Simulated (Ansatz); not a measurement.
# Rh wire along [111], 13 atoms a period: bands along the axis, part 2 of 2

What gap, if any, does the Rh wire along [111], 13 atoms a period have, and how many channels would it open?

Ansatz 0.2.0; DFT PBE, plane waves, PAW; relaxation of a wire's period; PAW set soft_1 (the session's first sound run).

So far: The starting structure; Relaxing the period.

## 2. Relaxing the period (continued)

The steps of the relaxation:

| step | energy less that of the first step (eV) | largest force component (eV/Å) | pressure (GPa) | volume (Å³) |
| --- | --- | --- | --- | --- |
| 1 | 0.0000 | 1.7303 | -3.67 | 931.21 |
| 2 | -1.5729 | 0.8693 | 1.11 | 900.70 |
| 3 | -1.7118 | 0.1949 | 0.11 | 881.77 |
| 4 | -1.7458 | 0.0639 | -0.05 | 892.45 |
| 5 | -1.7477 | 0.0102 | 0.01 | 893.76 |
| 6* | -1.7422 | 0.0108 | 0.02 | 893.76 |

Relaxation steps marked * repeat the geometry before them on a plane-wave basis chosen anew for their cell, so energy and pressure can jump there.

The run keeps the 4 symmetry operations that it works with, so distortions that break them were not tested.

| cell as run | before | after | change |
| --- | --- | --- | --- |
| c (Å) | 6.634 | 6.367 | -4.0 % |

The atoms that moved most (Å, along periodic axes as changes of fractional coordinates times the final cell, across vacuum about the mean position):

| atom | dx | dy | dz | length |
| --- | --- | --- | --- | --- |
| Rh1 | 0.076 | 0.132 | 0.000 | 0.152 |
| Rh3 | -0.076 | 0.132 | 0.000 | 0.152 |
| Rh12 | 0.076 | -0.132 | 0.000 | 0.152 |
| Rh13 | -0.076 | -0.132 | 0.000 | 0.152 |
| Rh11 | 0.149 | 0.000 | 0.000 | 0.149 |
| Rh4 | -0.149 | 0.000 | 0.000 | 0.149 |
| Rh9 | 0.000 | 0.060 | -0.048 | 0.077 |
| Rh6 | 0.000 | -0.060 | 0.048 | 0.077 |

The relaxed structure:

```cif
data_structure
_symmetry_space_group_name_H-M 'P 1'
_symmetry_Int_Tables_number 1
_cell_length_a 12.2160
_cell_length_b 11.4910
_cell_length_c 6.3670
_cell_angle_alpha 90.000
_cell_angle_beta 90.000
_cell_angle_gamma 90.000
_cell_volume 893.76
loop_
_atom_site_label
_atom_site_type_symbol
_atom_site_fract_x
_atom_site_fract_y
_atom_site_fract_z
_atom_site_occupancy
Rh1 Rh 0.39537 0.30736 0.99993 1
Rh2 Rh 0.50002 0.50000 0.00000 1
Rh3 Rh 0.60467 0.30736 0.99993 1
Rh4 Rh 0.70950 0.50000 0.00000 1
Rh5 Rh 0.39337 0.43463 0.34068 1
Rh6 Rh 0.50002 0.63084 0.34088 1
Rh7 Rh 0.60666 0.43463 0.34068 1
Rh8 Rh 0.39337 0.56537 0.65932 1
Rh9 Rh 0.50002 0.36916 0.65912 1
Rh10 Rh 0.60666 0.56537 0.65932 1
Rh11 Rh 0.29053 0.50000 0.00000 1
Rh12 Rh 0.39537 0.69264 0.00007 1
Rh13 Rh 0.60467 0.69264 0.00007 1
```

Numbers from this step:

```yaml
energy_at_zero_smearing: -83216.1560 eV
cell_length_along_the_wire: 6.367 Å
```

The cell's length comes to 6.367 Å with spin left out.

## 3. Bands of the perfect wire

This step: DFT PBE, plane waves, PAW; bands of a perfect wire; PAW set soft_1 (Ansatz 0.2.0).

At the relaxed period the bands are computed along the axis; those that cross an energy going forward count the channels that a perfect wire would open there.

File input.yaml:

```yaml
crystal:
  lattice:
    - [12.216, 0.0, 0.0]
    - [0.0, 11.491, 0.0]
    - [0.0, 0.0, 6.3669912352]
  atoms:
    - { symbol: Rh, position: [0.395365242, 0.307357387, 0.999930514] }
    - { symbol: Rh, position: [0.500017925, 0.5, 0.0] }
    - { symbol: Rh, position: [0.604670608, 0.307357387, 0.999930514] }
    - { symbol: Rh, position: [0.709504386, 0.5, 0.0] }
    - { symbol: Rh, position: [0.393371413, 0.434632103, 0.340682403] }
    - { symbol: Rh, position: [0.500017925, 0.630844482, 0.340883063] }
    - { symbol: Rh, position: [0.606664437, 0.434632103, 0.340682403] }
    - { symbol: Rh, position: [0.393371413, 0.565367897, 0.659317597] }
    - { symbol: Rh, position: [0.500017925, 0.369155518, 0.659116937] }
    - { symbol: Rh, position: [0.606664437, 0.565367897, 0.659317597] }
    - { symbol: Rh, position: [0.290531464, 0.5, 0.0] }
    - { symbol: Rh, position: [0.395365242, 0.692642613, 6.9486e-05] }
    - { symbol: Rh, position: [0.604670608, 0.692642613, 6.9486e-05] }
kpoints:
  mp_grid: { grid: [1, 1, 13] }
  band_path: { path: ["Γ", Z], npoints: 90 }
scf:
  occupations: { method: fermi_dirac, width: 0.05 }
hamiltonian:
  xc: pbe
  pseudopotentials: { kind: paw, azcp: { folder: soft_1 } }
output:
  dos: { e_range: [-5, 4] }
  write_potential: true
  write_density: true
  volumetric_format: npy
```

Started as:

```
ansatz run input.yaml --threads 4 --pin off --max-ram 16384MiB --backend cpu --events-out ev --progress --plain --runs-dir out
```

Numbers of over 12 decimals in the logs are rounded to 6 here.

What it wrote:

```text
[...]
Crystal: 13 atoms, lattice volume = 893.760 Å³
Basis set: ecut = 420 eV, 17431 PW (Γ)
Bands: 133, of which v1, the nominal top of the filled ones, is band 111 counted from 1 (110 counted from 0)
Symmetry: 4 space group operations
[...]
k-points: 7 of 13
[...]
SCF iter   1: F=—  HF=-83222.576415 eV  |F-HF|=—  |Δ(HF+E_count)|=         —  Δρ=4.02e-2  dr2=2.83e1  ethr=3.10e-3  ⟨swp⟩=8.3  Hψ=3933  notcnv=0  defer=2
[...]
SCF iter  15: F=-83216.362842 eV  HF=-83216.362842 eV  |F-HF|=1.30e-8  |Δ(HF+E_count)|=   1.92e-8  Δρ=1.55e-6  dr2=2.37e-8  ethr=4.52e-11  ⟨swp⟩=12.4  Hψ=2484  notcnv=0
SCF 1 converged in 15 iterations: F = -83216.362842 eV  dr2 = 2.37e-8
[...]
NSCF: frozen V_eff on 91 k-points
WARN: The output density's exchange-correlation potential varies sharply where the density is thin. Do not read a vacuum level from v_tot or v_xc, or from such a field of the output density. On a cell that repeats whose density bears no net charge and no dipole along the vacuum's axis use v_es (v_loc + v_h of the components); under efield.dipole_correction with no amplitude use v_es + v_field, which holds any externa [...]
SCF converged after 15 iterations
Free energy (F): -83216.362842 eV
[...]
Internal energy: -83215.949370 eV  (E = F + TS)
E sigma→0 (E₀):  -83216.156106 eV
Entropy (-TS):   -0.413472 eV (-31.806 meV/atom)
Fermi energy:    0.815029 eV
[...]
--- Band table (eV; the first three rows and the last of 7) ---
  k-point 0: bands = [... 107 lower, 0.6861, 0.6910, 0.7075, 0.7558, 0.7591, 0.7810, 0.8966, 0.9017, ... 18 higher]
  k-point 1: bands = [... 107 lower, 0.6718, 0.7012, 0.7048, 0.7670, 0.7689, 0.7803, 0.9060, 0.9105, ... 18 higher]
  k-point 2: bands = [... 107 lower, 0.6775, 0.7325, 0.7331, 0.7778, 0.8067, 0.8085, 0.9459, 0.9484, ... 18 higher]
  k-point 6: bands = [... 107 lower, 0.7921, 0.7935, 0.8374, 0.8446, 1.0012, 1.0031, 1.0050, 1.0744, ... 18 higher]
```

Wall time 2.1 min (4 threads of Arm Neoverse V1, shared host); peak memory 5.4 GiB; 8.3 min of CPU time.

This step gave:

```yaml
energy_at_zero_smearing: -83216.1561 eV
band_gap: 0 eV
```

The electronic bands at the labelled points (eV, zero at the Fermi level; # counts the bands kept):

| point | #55 | #56 | #57 | #58 | #59 | #60 | #61 | #62 |
| --- | --- | --- | --- | --- | --- | --- | --- | --- |
| Γ | -0.13 | -0.12 | -0.11 | -0.06 | -0.06 | -0.03 | 0.08 | 0.09 |
| halfway | -0.12 | -0.05 | -0.05 | -0.04 | 0.04 | 0.04 | 0.19 | 0.25 |
| Z | -0.02 | -0.02 | 0.02 | 0.03 | 0.19 | 0.20 | 0.20 | 0.26 |

Between Γ and Z the bands cross the Fermi level 4 times, so a perfect wire would conduct at least 4 G₀, with spin left out.

## 4. Outcome

```json
{
 "cell length, PBE": "6.367 Å",
 "ballistic conductance by band crossings, a lower bound, PBE": "4 G₀"
}
```

What this shows: Under PBE the cell's length is 6.37 Å, and the bands cross the Fermi level 4 times between Γ and Z, which gives a perfect wire at least 4 G₀ (opposite crossings within one step of the path cancel in such a count). No spin was allowed, though thin wires with open d shells can turn magnetic.

[Logs are printed without paths, hosts, clocks, repeated set-up lines and the standing remarks that a program may print on its own settings, such as how far it seeks lower states.]

[Hosts, paths, dates, database ids (printed as entryN), source tags and the programs' standing remarks are cut or masked in the printed files.]
